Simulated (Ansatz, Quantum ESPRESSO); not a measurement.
## NaMgF3 (Neighborite): modes at Γ and the response to a field

Wanted: the vibrations of NaMgF3 (Neighborite) at Γ, by two programs.

Program: Quantum ESPRESSO 7.5. Level of theory: DFT LDA, scalar-relativistic, plane waves, JTH PAW pseudopotentials. Results are calculated unless marked as measured.

The database entry behind the starting cell lists a temperature of 1273 K, so it need not match the best structure at ambient conditions.

### Step 1. The starting structure

Symmetry: Pm-3m, No. 221, cubic system. Conventional cell: a = 3.876 Å, b = 3.876 Å, c = 3.876 Å, α = 90.00°, β = 90.00°, γ = 90.00°. Nearest to Na lie 12 F at 2.74 Å. Nearest to Mg lie 6 F at 1.94 Å. Nearest to F lie 2 Mg at 1.94 Å and 4 Na at 2.74 Å. Farther neighbours and most contacts between anions are not listed.

### Step 2. A first look

Before anything dear is run, a loose run with smearing shows whether this is a metal and how far the cell is from rest.

probe.in

```
 &control
    calculation='scf',
    prefix='x',
    outdir='./tmp',
    pseudo_dir='./pseudo',
    tprnfor=.true.,
    tstress=.true.,
    verbosity='high',
 /
 &system
    ibrav=0,
    nat=5,
    ntyp=3,
    ecutwfc=50.0,
    ecutrho=250.0,
    occupations='smearing',
    smearing='gaussian',
    degauss=0.01,
 /
 &electrons
    conv_thr=1.0d-07,
    mixing_beta=0.7,
    electron_maxstep=100,
 /
ATOMIC_SPECIES
 Na     22.9898  Na.upf
 Mg     24.3050  Mg.upf
 F      18.9984  F.upf
CELL_PARAMETERS angstrom
     3.876000000    0.000000000    0.000000000
     0.000000000    3.876000000    0.000000000
     0.000000000    0.000000000    3.876000000
ATOMIC_POSITIONS crystal
 Na     0.000000000   0.000000000   0.000000000
 Mg     0.500000000   0.500000000   0.500000000
 F      0.500000000   0.500000000   0.000000000
 F      0.000000000   0.500000000   0.500000000
 F      0.500000000   0.000000000   0.500000000
K_POINTS automatic
 6 6 6 0 0 0
```

Launch:

```bash
$ OMP_NUM_THREADS=1 mpirun -n 4 pw.x -nk 4 -in probe.in > probe.out
```

The program printed:

```text
[banners, grids, parts of the stress and lines that vanish by symmetry left out]
Program PWSCF v.7.5
     file Na.upf: wavefunction(s)  2S 3S 2P 3P renormalized
     file Mg.upf: wavefunction(s)  3P renormalized
[...]
kinetic-energy cutoff     =      50.0000  Ry
     charge density cutoff     =     250.0000  Ry
     scf convergence threshold =      1.0E-07
[...]
Exchange-correlation= SLA PW NOGX NOGC
                           (   1   4   0   0   0   0   0)
[...]
48 Sym. Ops., with inversion, found
[...]
(     0          1          0      )
                  (     0          0          1      )
[...]
(  0.0000000  1.0000000  0.0000000 )
                  (  0.0000000  0.0000000  1.0000000 )
[...]
(     0         -1          0      )
                  (     0          0          1      )
[...]
( -1.0000000  0.0000000  0.0000000 )
                  (  0.0000000  1.0000000  0.0000000 )
[...]
number of k points=    20  Gaussian smearing, width (Ry)=  0.0100
[...]
End of self-consistent calculation
[...]
the Fermi energy is     4.6683 ev
!    total energy              =    -422.97292188 Ry
[...]
convergence has been achieved in   8 iterations
[...]
atom    1 type  1   force =     0.00000000    0.00000000    0.00000000
     atom    2 type  2   force =     0.00000000    0.00000000    0.00000000
     atom    3 type  3   force =     0.00000000    0.00000000    0.00000000
     atom    4 type  3   force =     0.00000000    0.00000000    0.00000000
     atom    5 type  3   force =     0.00000000    0.00000000    0.00000000
[...]
Total force =     0.000000     Total SCF correction =     0.000000
[...]
total   stress  (Ry/bohr**3)                   (kbar)     P=      -32.89
[...]
XML data file, charge density, pseudopotentials, collected wavefunctions

   JOB DONE.
```

It took 4.5 s on 4 MPI ranks of Arm Neoverse V2, shared host; 18 s of CPU time.

Numbers from this step:

| Quantity | Value |
| --- | --- |
| volume per atom | 11.65 Å³ |
| pressure | -3.289 GPa |
| gap on the k-mesh | 5.876 eV |

A gap of 5.9 eV opens on this mesh, so the crystal is taken as an insulator; the start stands at -3.3 GPa.

### Step 3. Relaxing the cell and atoms

Frequencies change by per cents with a per cent of volume, so the structure is first brought to rest at this level of theory.

relax.in, as its differences from probe.in of step 2:

```diff
@@ -1,3 +1,3 @@
  &control
-    calculation='scf',
+    calculation='vc-relax',
     prefix='x',
@@ -7,3 +7,5 @@
     tstress=.true.,
-    verbosity='high',
+    forc_conv_thr=2.0d-05,
+    etot_conv_thr=1.0d-07,
+    nstep=40,
  /
@@ -15,10 +17,14 @@
     ecutrho=250.0,
-    occupations='smearing',
-    smearing='gaussian',
-    degauss=0.01,
+    occupations='fixed',
+    nbnd=22,
  /
  &electrons
-    conv_thr=1.0d-07,
+    conv_thr=1.0d-11,
     mixing_beta=0.7,
     electron_maxstep=100,
+ /
+ &ions
+ /
+ &cell
+    press_conv_thr=0.1,
  /
```

Launch:

```bash
$ OMP_NUM_THREADS=1 mpirun -n 4 pw.x -nk 4 -in relax.in > relax.out
```

The program printed:

```text
[banners, grids, parts of the stress and lines that vanish by symmetry left out]
[banner, memory and clock lines left out]
Program PWSCF v.7.5

[...]
kinetic-energy cutoff     =      50.0000  Ry
     charge density cutoff     =     250.0000  Ry
     scf convergence threshold =      1.0E-11
[...]
energy convergence thresh.=      1.0E-07
     force convergence thresh. =      2.0E-05
     press convergence thresh. =      1.0E-01
     Exchange-correlation= SLA PW NOGX NOGC
                           (   1   4   0   0   0   0   0)
[...]
48 Sym. Ops., with inversion, found
[...]
number of k points=    20
[...]
End of self-consistent calculation
[...]
highest occupied, lowest unoccupied level (ev):     1.9113    7.7861
!    total energy              =    -422.97292194 Ry
[...]
convergence has been achieved in  12 iterations
[...]
atom    1 type  1   force =     0.00000000    0.00000000    0.00000000
     atom    2 type  2   force =     0.00000000    0.00000000    0.00000000
     atom    3 type  3   force =     0.00000000    0.00000000    0.00000000
     atom    4 type  3   force =     0.00000000    0.00000000    0.00000000
     atom    5 type  3   force =     0.00000000    0.00000000    0.00000000
     Total force =     0.000000     Total SCF correction =     0.000000
[...]
total   stress  (Ry/bohr**3)                   (kbar)     P=      -33.72
[...]
number of bfgs steps    =   0
[...]
CELL_PARAMETERS (angstrom)
[...]
ATOMIC_POSITIONS (crystal)
Na               0.0000000000        0.0000000000        0.0000000000
Mg               0.5000000000        0.5000000000        0.5000000000
F                0.5000000000        0.5000000000        0.0000000000
F                0.0000000000        0.5000000000        0.5000000000
[...]
New effective cutoffs (rho, wfc):  252.34   50.58
[...]
End of self-consistent calculation
[...]
highest occupied, lowest unoccupied level (ev):     2.0718    8.0274
!    total energy              =    -422.97417425 Ry
[...]
convergence has been achieved in  11 iterations
[...]
atom    1 type  1   force =     0.00000000    0.00000000    0.00000000
     atom    2 type  2   force =     0.00000000    0.00000000    0.00000000
     atom    3 type  3   force =     0.00000000    0.00000000    0.00000000
     atom    4 type  3   force =     0.00000000    0.00000000    0.00000000
     atom    5 type  3   force =     0.00000000    0.00000000    0.00000000
     Total force =     0.000000     Total SCF correction =     0.000000
[...]
total   stress  (Ry/bohr**3)                   (kbar)     P=      -20.91
[...]
number of bfgs steps    =   1
[...]
CELL_PARAMETERS (angstrom)
[...]
ATOMIC_POSITIONS (crystal)
[...]
New effective cutoffs (rho, wfc):  256.76   51.46
[...]
End of self-consistent calculation
[...]
highest occupied, lowest unoccupied level (ev):     2.3209    8.4010
!    total energy              =    -422.97487767 Ry
[...]
convergence has been achieved in  13 iterations
[...]
atom    1 type  1   force =     0.00000000    0.00000000    0.00000000
     atom    2 type  2   force =     0.00000000    0.00000000    0.00000000
     atom    3 type  3   force =     0.00000000    0.00000000    0.00000000
     atom    4 type  3   force =     0.00000000    0.00000000    0.00000000
[...]
Total force =     0.000000     Total SCF correction =     0.000000
[...]
total   stress  (Ry/bohr**3)                   (kbar)     P=        0.61
[...]
number of bfgs steps    =   2
[...]
CELL_PARAMETERS (angstrom)
[...]
ATOMIC_POSITIONS (crystal)
[...]
New effective cutoffs (rho, wfc):  256.63   51.44
[...]
End of self-consistent calculation
[...]
highest occupied, lowest unoccupied level (ev):     2.3137    8.3903
!    total energy              =    -422.97487822 Ry
[...]
convergence has been achieved in  10 iterations
[...]
Total force =     0.000000     Total SCF correction =     0.000000
[...]
total   stress  (Ry/bohr**3)                   (kbar)     P=       -0.03
[...]
number of bfgs steps    =   3
[...]
small trust_radius: resetting bfgs history
[...]
CELL_PARAMETERS (angstrom)
[...]
ATOMIC_POSITIONS (crystal)
[...]
New effective cutoffs (rho, wfc):  256.64   51.44
[...]
End of self-consistent calculation
[...]
highest occupied, lowest unoccupied level (ev):     2.3139    8.3906
!    total energy              =    -422.97487822 Ry
[...]
convergence has been achieved in   7 iterations
[...]
atom    3 type  3   force =     0.00000000    0.00000000    0.00000000
     atom    4 type  3   force =     0.00000000    0.00000000    0.00000000
     atom    5 type  3   force =     0.00000000    0.00000000    0.00000000
     Total force =     0.000000     Total SCF correction =     0.000000
[...]
total   stress  (Ry/bohr**3)                   (kbar)     P=       -0.02
[...]
bfgs converged in   5 scf cycles and   4 bfgs steps
[...]
End of BFGS Geometry Optimization
     Final enthalpy           =    -422.9748782248 Ry
     File ./tmp/x.bfgs deleted, as requested
[...]
CELL_PARAMETERS (angstrom)
[...]
ATOMIC_POSITIONS (crystal)
[...]
F                0.0000000000        0.5000000000        0.5000000000
F                0.5000000000        0.0000000000        0.5000000000
[...]
Final scf calculation at the relaxed structure.
[...]
kinetic-energy cutoff     =      50.0000  Ry
     charge density cutoff     =     250.0000  Ry
     scf convergence threshold =      1.0E-13
[...]
press convergence thresh. =      1.0E-01
     Exchange-correlation= SLA PW NOGX NOGC
                           (   1   4   0   0   0   0   0)
[...]
48 Sym. Ops., with inversion, found
[...]
number of k points=    20
[...]
c_bands:  1 eigenvalues not converged
[...]
End of self-consistent calculation
[...]
highest occupied, lowest unoccupied level (ev):     2.3138    8.3906
!    total energy              =    -422.97348850 Ry
[...]
convergence has been achieved in  16 iterations
[...]
atom    1 type  1   force =     0.00000000    0.00000000    0.00000000
     atom    2 type  2   force =     0.00000000    0.00000000    0.00000000
     atom    3 type  3   force =     0.00000000    0.00000000    0.00000000
     atom    4 type  3   force =     0.00000000    0.00000000    0.00000000
     atom    5 type  3   force =     0.00000000    0.00000000    0.00000000
     Total force =     0.000000     Total SCF correction =     0.000000
[...]
total   stress  (Ry/bohr**3)                   (kbar)     P=        1.16
[...]
XML data file, charge density, pseudopotentials, collected wavefunctions
```

Wall time 29 s (4 MPI ranks).

Relaxation path:

```
step  energy less that of the first step (eV)  largest force (eV/Å)  pressure (GPa)  volume (Å³)
   1                                   0.0000                0.0000           -3.37        58.23
   2                                  -0.0170                0.0000           -2.09        57.24
   3                                  -0.0266                0.0000            0.06        55.76
   4                                  -0.0266                0.0000            0.00        55.80
   5                                  -0.0266                0.0000            0.00        55.80
   6                                  -0.0077                0.0000            0.12        55.80
```

```
conventional cell, symmetrised  before  after  change
                         a (Å)   3.876  3.821  -1.4 %
                         b (Å)   3.876  3.821  -1.4 %
                         c (Å)   3.876  3.821  -1.4 %
              volume (Å³/atom)   11.65  11.16  -4.2 %
```

The last row of the table of steps is pw.x's closing run on a basis chosen anew for the final cell, so its energy can jump.

Read from the output:

```yaml
volume_per_atom: 11.16 Å³
pressure: 0.1160 GPa
gap_on_the_k_mesh: 6.077 eV
```

The volume changes by -4.2 % from the cell with which this run began.

### Step 4. Ground state

Perturbation theory inherits every error of the wavefunctions, so the threshold is set near the limit of the arithmetic. With a gap, occupations are fixed, which also allows the response to an electric field.

scf.in

```
 &control
    calculation='scf',
    prefix='x',
    outdir='./tmp',
    pseudo_dir='./pseudo',
    tprnfor=.true.,
    tstress=.true.,
 /
 &system
    ibrav=0,
    nat=5,
    ntyp=3,
    ecutwfc=50.0,
    ecutrho=250.0,
    occupations='fixed',
    nbnd=22,
 /
 &electrons
    conv_thr=1.0d-12,
    mixing_beta=0.7,
    electron_maxstep=100,
 /
ATOMIC_SPECIES
 Na     22.9898  Na.upf
 Mg     24.3050  Mg.upf
 F      18.9984  F.upf
CELL_PARAMETERS angstrom
     3.821389778    0.000000000    0.000000000
     0.000000000    3.821389778    0.000000000
     0.000000000    0.000000000    3.821389778
ATOMIC_POSITIONS crystal
 Na     0.000000000   0.000000000   0.000000000
 Mg     0.500000000   0.500000000   0.500000000
 F      0.500000000   0.500000000   0.000000000
 F      0.000000000   0.500000000   0.500000000
 F      0.500000000   0.000000000   0.500000000
K_POINTS automatic
 6 6 6 0 0 0
```

Launch:

```bash
$ OMP_NUM_THREADS=1 mpirun -n 4 pw.x -nk 4 -in scf.in > scf.out
```

The program printed:

```text
[banners, grids, parts of the stress and lines that vanish by symmetry left out]
[banner, memory and clock lines left out]
Program PWSCF v.7.5

[...]
kinetic-energy cutoff     =      50.0000  Ry
     charge density cutoff     =     250.0000  Ry
     scf convergence threshold =      1.0E-12
[...]
Exchange-correlation= SLA PW NOGX NOGC
                           (   1   4   0   0   0   0   0)
[...]
48 Sym. Ops., with inversion, found
[...]
number of k points=    20
[...]
End of self-consistent calculation
[...]
highest occupied, lowest unoccupied level (ev):     2.3138    8.3906
!    total energy              =    -422.97348850 Ry
[...]
convergence has been achieved in  13 iterations
[...]
atom    1 type  1   force =     0.00000000    0.00000000    0.00000000
     atom    2 type  2   force =     0.00000000    0.00000000    0.00000000
     atom    3 type  3   force =     0.00000000    0.00000000    0.00000000
     atom    4 type  3   force =     0.00000000    0.00000000    0.00000000
     atom    5 type  3   force =     0.00000000    0.00000000    0.00000000
     Total force =     0.000000     Total SCF correction =     0.000000
[...]
total   stress  (Ry/bohr**3)                   (kbar)     P=        1.16
[...]
XML data file, charge density, pseudopotentials, collected wavefunctions
```

Wall time 6 s (4 MPI ranks).

The cell stands at 0.12 GPa, close enough for phonons.

(Part 1 of 3 ends here.)

[Host names and launcher messages were left out of these logs when they were recorded.]

[Logs are printed without paths, hosts, clocks, repeated set-up lines and the standing remarks that a program may print on its own settings, such as how far it seeks lower states.]

[Hosts, paths, dates, database ids (printed as entryN), source tags and the programs' standing remarks are cut or masked in the printed files.]
